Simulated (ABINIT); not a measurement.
# MgS (Niningerite): G0W0 in ABINIT against the bands in the self-energy

Wanted: the cheapest bands in the self-energy that holds the gap of MgS (Niningerite).

Program: ABINIT 10.8.3. Level of theory: LDA and many-body steps on it, plane waves. Results are calculated unless marked as measured.

**1. Starting point**

Symmetry: Fm-3m, No. 225, cubic system. Conventional cell: a = 5.203 Å, b = 5.203 Å, c = 5.203 Å, α = 90.00°, β = 90.00°, γ = 90.00°. Mg has 6 S at 2.60 Å nearest. S has 6 Mg at 2.60 Å nearest. Farther neighbours and most contacts between anions are not listed.

The cell and positions come from the Crystallography Open Database and are kept as given unless a step says otherwise.

**2. Screening, 4×4×4 mesh, 113 bands, screening to 217.7 eV**

This step: ABINIT 10.8.3; RPA screening on LDA, plane waves, norm-conserving pseudopotentials.

The RPA dielectric matrix is built and inverted for each q.

Contents of run.abi:

```
acell 3*1.0 Angstrom
rprim 
  0.000000000000 2.601650000000 2.601650000000
  2.601650000000 0.000000000000 2.601650000000
  2.601650000000 2.601650000000 0.000000000000
ntypat 2
znucl 12 16
natom 2
typat 1 2
xred 
  0.000000000000 0.000000000000 0.000000000000
  0.500000000000 0.500000000000 0.500000000000
pp_dirpath "pseudos"
pseudos "Mg.upf, S.upf"
ecut 38
ngkpt 4 4 4
nshiftk 1
shiftk 0 0 0
kptopt 1
chksymbreak 0
istwfk *1
occopt 1
irdwfk 1
optdriver 3
nband 113
ecuteps 8
inclvkb 2
awtr 1
symchi 1
indata_prefix "in"
outdata_prefix "out"
tmpdata_prefix "tmp"
```

Run with:

```console
> OMP_NUM_THREADS=1 mpirun -n 4 abinit run.abi > log
```

The program printed:

```text
.Version 10.8.3 of ABINIT. v10.8.2 released Aug 2026.

 Symmetries : space group Fm -3 m (#225); Bravais cF (face-center cubic)
[... echo of the input left out ...]
== DATASET  1 ==================================================================
-   mpi_nproc: 4, omp_nthreads: 1 (-1 if OMP is not activated)

--- !DatasetInfo
iteration_state: {dtset: 1, }
dimensions: {natom: 2, nkpt: 8, mband: 113, nsppol: 1, nspinor: 1, nspden: 1, mpw: 2698, }
cutoff_energies: {ecut:  38.0, pawecutdg:  -1.0, }
electrons: {nelect:   1.60000000E+01, charge:   0.00000000E+00, occopt:   1.00000000E+00, tsmear:   1.00000000E-02, }

 SCREENING: Calculation of the susceptibility and dielectric matrices

 Based on a program developped by R.W. Godby, V. Olevano, G. Onida, and L. Reining.
 Incorporated in ABINIT by V. Olevano, G.-M. Rignanese, and M. Torrent.
.Using double precision arithmetic ; gwpc =  8

[... cell and pseudopotentials left out ...]
--------------------------------------------------------------------------------

 ==== K-mesh for the wavefunctions ====
 Number of points in the irreducible wedge :     8
[... list of points left out ...]
 Together with 48 symmetry operations and time-reversal symmetry
 yields    64 points in the full Brillouin Zone.

 ==== Q-mesh for the screening function ====
 Number of points in the irreducible wedge :     8
[... list of points left out ...]
 Together with 48 symmetry operations and time-reversal symmetry
 yields    64 points in the full Brillouin Zone.

 setmesh: FFT mesh size selected  =    27x   27x   27
          total number of points  =        19683

 vcoul_init : cutoff-mode = AUXILIARY_FUNCTION
 q-points for optical limit:   1
     1)      0.000010    0.000020    0.000030

- screening: taking advantage of time-reversal symmetry
- Maximum band index for partially occupied states nbvw = 8
- Remaining bands to be divided among processors   nbcw = 105
- Number of bands treated by each node ~26

 Number of electrons calculated from density =   16.0000; Expected =   16.0000
 average of density, n =  0.067320
 r_s =    1.5249
 omega_plasma =   25.0282 [eV]

 calculating chi0 at frequencies [eV] :
  1    0.000000E+00    0.000000E+00
  2    0.000000E+00    2.502816E+01

--------------------------------------------------------------------------------
  q-point number  1        q = ( 0.000000, 0.000000, 0.000000) [r.l.u.]
--------------------------------------------------------------------------------
[... chi0 elements left out ...]
 For q-point:  0.000010 0.000020 0.000030
  dielectric constant =   6.5736
  dielectric constant without local fields =   7.5554

  Average fulfillment of the sum rule on Im[epsilon] for q-point    1 :     69.13  [%]
[... wings left out ...]
  q-point number  2        q = ( 0.250000, 0.000000, 0.000000) [r.l.u.]
--------------------------------------------------------------------------------
[... chi0 elements left out ...]
  Average fulfillment of the sum rule on Im[epsilon] for q-point    2 :     76.34  [%]

 [... 6 further q-points ...]
```

It took 77 s on 4 MPI ranks of Arm Neoverse N1, shared host; peak memory 0.71 GiB.

Numbers from this step:

```
ε∞ with local fields, on this mesh, along the program's q direction : 6.574
the same without local fields                                       : 7.555
plasma frequency                                                    : 25.03 eV
plane waves in the screening matrix                                 : 259
```

Local fields lower ε∞ by 13 %. On a Γ-centred mesh this coarse the value itself is usually too large, while a short band sum pulls it down.

**3. 16 bands**

This step: G0W0 on LDA, plane waves, norm-conserving pseudopotentials.

Changes to run.abi since step 2:

```diff
@@ -23,8 +23,17 @@
 irdwfk 1
-optdriver 3
-nband 113
+optdriver 4
+nband 16
+gwcalctyp 0
+ecutsigx 38
+symsigma 1
+nkptgw 2
+kptgw 
+  0.0000000000 0.0000000000 0.0000000000
+  0.5000000000 0.5000000000 0.0000000000
+bdgw 
+  6 12
+  7 10
 ecuteps 8
-inclvkb 2
-awtr 1
-symchi 1
+irdscr 1
+ppmodel 1
 indata_prefix "in"
```

The program printed:

```text
.Version 10.8.3 of ABINIT. v10.8.2 released Aug 2026.

 Symmetries : space group Fm -3 m (#225); Bravais cF (face-center cubic)
[... echo of the input left out ...]
== DATASET  1 ==================================================================
-   mpi_nproc: 4, omp_nthreads: 1 (-1 if OMP is not activated)

--- !DatasetInfo
iteration_state: {dtset: 1, }
dimensions: {natom: 2, nkpt: 8, mband: 16, nsppol: 1, nspinor: 1, nspden: 1, mpw: 2698, }
cutoff_energies: {ecut:  38.0, pawecutdg:  -1.0, }
electrons: {nelect:   1.60000000E+01, charge:   0.00000000E+00, occopt:   1.00000000E+00, tsmear:   1.00000000E-02, }

 SIGMA: Calculation of the GW corrections

 Based on a program developped by R.W. Godby, V. Olevano, G. Onida, and L. Reining.
 Incorporated in ABINIT by V. Olevano, G.-M. Rignanese, and M. Torrent.
.Using double precision arithmetic ; gwpc =  8

[... cell and pseudopotentials left out ...]
--------------------------------------------------------------------------------

 ==== K-mesh for the wavefunctions ====
 Number of points in the irreducible wedge :     8
[... list of points left out ...]
 Together with 48 symmetry operations and time-reversal symmetry
 yields    64 points in the full Brillouin Zone.

 ==== Q-mesh for screening function ====
 Number of points in the irreducible wedge :     8
[... list of points left out ...]
 Together with 48 symmetry operations and time-reversal symmetry
 yields    64 points in the full Brillouin Zone.

 vcoul_init : cutoff-mode = AUXILIARY_FUNCTION
 q-points for optical limit:   1
     1)      0.000010    0.000020    0.000030
 setmesh: FFT mesh size selected  =    40x   40x   40
          total number of points  =        64000

 Number of electrons calculated from density =   16.0000; Expected =   16.0000
 average of density, n =  0.067320
 r_s =    1.5249
 omega_plasma =   25.0282 [eV]

 === KS Band Gaps ===
  >>>> For spin  1
   Minimum direct gap =   3.4763 [eV], located at k-point      :   0.0000  0.0000  0.0000
   Fundamental gap    =   2.5588 [eV], Top of valence bands at :   0.0000  0.0000  0.0000
                                       Bottom of conduction at :   0.5000  0.5000  0.0000
 SIGMA fundamental parameters:
 PLASMON POLE MODEL  1
 number of plane-waves for SigmaX                 2685
 number of plane-waves for SigmaC and W            259
 number of plane-waves for wavefunctions          2685
 number of bands                                    16
 number of independent spin polarizations            1
 number of spinorial components                      1
 number of k-points in IBZ                           8
 number of q-points in IBZ                           8
 number of symmetry operations                      48
 number of k-points in BZ                           64
 number of q-points in BZ                           64
 number of frequencies for dSigma/dE                 9
 frequency step for dSigma/dE [eV]                0.25
 number of omega for Sigma on real axis              0
 max omega for Sigma on real axis  [eV]           0.00
 zcut for avoiding poles [eV]                     0.10

 EPSILON^-1 parameters (SCR file):
 dimension of the eps^-1 matrix on file            259
 dimension of the eps^-1 matrix used               259
 number of plane-waves for wavefunctions          2685
 number of bands                                   113
 number of q-points in IBZ                           8
 number of frequencies                               2
 number of real frequencies                          1
 number of imag frequencies                          1

 matrix elements of self-energy operator (all in [eV])

 Perturbative Calculation

--- !SelfEnergy_ee
iteration_state: {dtset: 1, }
kpoint     : [   0.000,    0.000,    0.000, ]
spin       : 1
KS_gap     :    3.476
QP_gap     :    5.037
Delta_QP_KS:    1.561
data: !SigmaeeData |
     Band     E0 <VxcDFT>   SigX SigC(E0)      Z dSigC/dE  Sig(E)    E-E0       E
        6   4.124 -13.284 -16.382   3.154   0.796  -0.256 -13.239   0.045   4.169
        7   4.124 -13.284 -16.382   3.154   0.796  -0.256 -13.239   0.045   4.169
        8   4.124 -13.284 -16.382   3.154   0.796  -0.256 -13.239   0.045   4.169
        9   7.600 -11.356  -6.443  -2.960   0.822  -0.216  -9.750   1.606   9.206
       10  11.957  -9.766  -4.442  -2.894   0.833  -0.200  -7.742   2.024  13.981
       11  11.957  -9.766  -4.442  -2.894   0.833  -0.200  -7.742   2.024  13.981
       12  11.957  -9.766  -4.442  -2.894   0.833  -0.200  -7.742   2.024  13.981

--- !SelfEnergy_ee
iteration_state: {dtset: 1, }
kpoint     : [   0.500,    0.500,    0.000, ]
spin       : 1
KS_gap     :    4.261
QP_gap     :    6.057
Delta_QP_KS:    1.796
data: !SigmaeeData |
     Band     E0 <VxcDFT>   SigX SigC(E0)      Z dSigC/dE  Sig(E)    E-E0       E
        7   2.422 -12.459 -16.032   3.322   0.789  -0.267 -12.657  -0.198   2.224
        8   2.422 -12.459 -16.032   3.322   0.789  -0.267 -12.657  -0.198   2.224
        9   6.683 -10.852  -6.192  -2.731   0.829  -0.207  -9.253   1.598   8.281
       10   8.392  -8.957  -4.414  -2.782   0.836  -0.197  -7.486   1.472   9.863

== END DATASET(S) ==============================================================
================================================================================

 -outvars: echo values of variables after computation  --------
           etotal      0.0000000000E+00
            nband          16
             nkpt           8
          spgroup         225
 [... the other variables as echoed above ...]

 Calculation completed.
```

Run time: 7.7 s. Hardware: 4 MPI ranks; peak memory 0.52 GiB; 25 s of CPU time.

This step gave:

```
G0W0 gap on the points computed              : 4.112 eV
starting gap on the mesh                     : 2.559 eV
k of the valence top                         : 0, 0, 0
k of the conduction bottom                   : 0.5, 0.5, 0
Z at the valence top                         : 0.796
Z at the conduction bottom                   : 0.829
least direct G0W0 gap on the computed points : 5.037 eV
```

**4. 17 bands**

Changes to run.abi since step 3:

```diff
@@ -24,3 +24,3 @@
 optdriver 4
-nband 16
+nband 17
 gwcalctyp 0
```

The program printed:

```text
.Version 10.8.3 of ABINIT. v10.8.2 released Aug 2026.

 Symmetries : space group Fm -3 m (#225); Bravais cF (face-center cubic)
[... echo of the input left out ...]
== DATASET  1 ==================================================================
-   mpi_nproc: 4, omp_nthreads: 1 (-1 if OMP is not activated)

--- !DatasetInfo
iteration_state: {dtset: 1, }
dimensions: {natom: 2, nkpt: 8, mband: 17, nsppol: 1, nspinor: 1, nspden: 1, mpw: 2698, }
cutoff_energies: {ecut:  38.0, pawecutdg:  -1.0, }
electrons: {nelect:   1.60000000E+01, charge:   0.00000000E+00, occopt:   1.00000000E+00, tsmear:   1.00000000E-02, }

 SIGMA: Calculation of the GW corrections

 Based on a program developped by R.W. Godby, V. Olevano, G. Onida, and L. Reining.
 Incorporated in ABINIT by V. Olevano, G.-M. Rignanese, and M. Torrent.
.Using double precision arithmetic ; gwpc =  8

[... cell and pseudopotentials left out ...]
--------------------------------------------------------------------------------

 ==== K-mesh for the wavefunctions ====
 Number of points in the irreducible wedge :     8
[... list of points left out ...]
 Together with 48 symmetry operations and time-reversal symmetry
 yields    64 points in the full Brillouin Zone.

 ==== Q-mesh for screening function ====
 Number of points in the irreducible wedge :     8
[... list of points left out ...]
 Together with 48 symmetry operations and time-reversal symmetry
 yields    64 points in the full Brillouin Zone.

 vcoul_init : cutoff-mode = AUXILIARY_FUNCTION
 q-points for optical limit:   1
     1)      0.000010    0.000020    0.000030
 setmesh: FFT mesh size selected  =    40x   40x   40
          total number of points  =        64000

 Number of electrons calculated from density =   16.0000; Expected =   16.0000
[...]
number of omega for Sigma on real axis              0
 max omega for Sigma on real axis  [eV]           0.00
 zcut for avoiding poles [eV]                     0.10

 EPSILON^-1 parameters (SCR file):
 dimension of the eps^-1 matrix on file            259
 dimension of the eps^-1 matrix used               259
 number of plane-waves for wavefunctions          2685
 number of bands                                   113
 number of q-points in IBZ                           8
 number of frequencies                               2
 number of real frequencies                          1
 number of imag frequencies                          1

 matrix elements of self-energy operator (all in [eV])

 Perturbative Calculation

--- !SelfEnergy_ee
iteration_state: {dtset: 1, }
kpoint     : [   0.000,    0.000,    0.000, ]
spin       : 1
KS_gap     :    3.476
QP_gap     :    5.033
Delta_QP_KS:    1.557
data: !SigmaeeData |
     Band     E0 <VxcDFT>   SigX SigC(E0)      Z dSigC/dE  Sig(E)    E-E0       E
        6   4.124 -13.284 -16.382   3.023   0.794  -0.259 -13.344  -0.059   4.065
        7   4.124 -13.284 -16.382   3.023   0.794  -0.259 -13.344  -0.059   4.065
        8   4.124 -13.284 -16.382   3.023   0.794  -0.259 -13.344  -0.059   4.065
[...]
--- !SelfEnergy_ee
iteration_state: {dtset: 1, }
kpoint     : [   0.500,    0.500,    0.000, ]
spin       : 1
KS_gap     :    4.261
QP_gap     :    6.051
Delta_QP_KS:    1.790
data: !SigmaeeData |
     Band     E0 <VxcDFT>   SigX SigC(E0)      Z dSigC/dE  Sig(E)    E-E0       E
[...]
9   6.683 -10.852  -6.192  -2.831   0.827  -0.210  -9.340   1.512   8.195
       10   8.392  -8.957  -4.414  -2.889   0.833  -0.200  -7.579   1.378   9.770

== END DATASET(S) ==============================================================
================================================================================

 -outvars: echo values of variables after computation  --------
           etotal      0.0000000000E+00
            nband          17
             nkpt           8
          spgroup         225
 [... the other variables as echoed above ...]

 Calculation completed.
```

The job ended after 8.9 s (4 MPI ranks; peak memory 0.51 GiB).

This step gave:

```yaml
g0w0_gap_on_the_points_computed: 4.13 eV
starting_gap_on_the_mesh: 2.559 eV
k_of_the_valence_top: 0, 0, 0
k_of_the_conduction_bottom: 0.5, 0.5, 0
z_at_the_valence_top: 0.794
z_at_the_conduction_bottom: 0.827
least_direct_g0w0_gap_on_the_computed_points: 5.033 eV
```

[end of part 1 of 2]

[Paths, hosts, dates, memory and timing lines, banners, echoed tables and standing remarks are left out of the program output.]

[Logs are printed without paths, hosts, clocks, repeated set-up lines and the standing remarks that a program may print on its own settings, such as how far it seeks lower states.]

[Runs of the session that timed out or met a known fault of the program may be left out.]

[Hosts, paths, dates, database ids (printed as entryN), source tags and the programs' standing remarks are cut or masked in the printed files.]

[G0W0 gaps are taken among the corrected bands and points alone; a level outside them can change the order at an edge.]

[Where Ansatz stands beside ABINIT at settings called matched, ABINIT's density can come from a denser mesh and the files from another edition; pairs whose starting gaps differed by over 0.03 eV were left out, so agreement reads better than it is.]
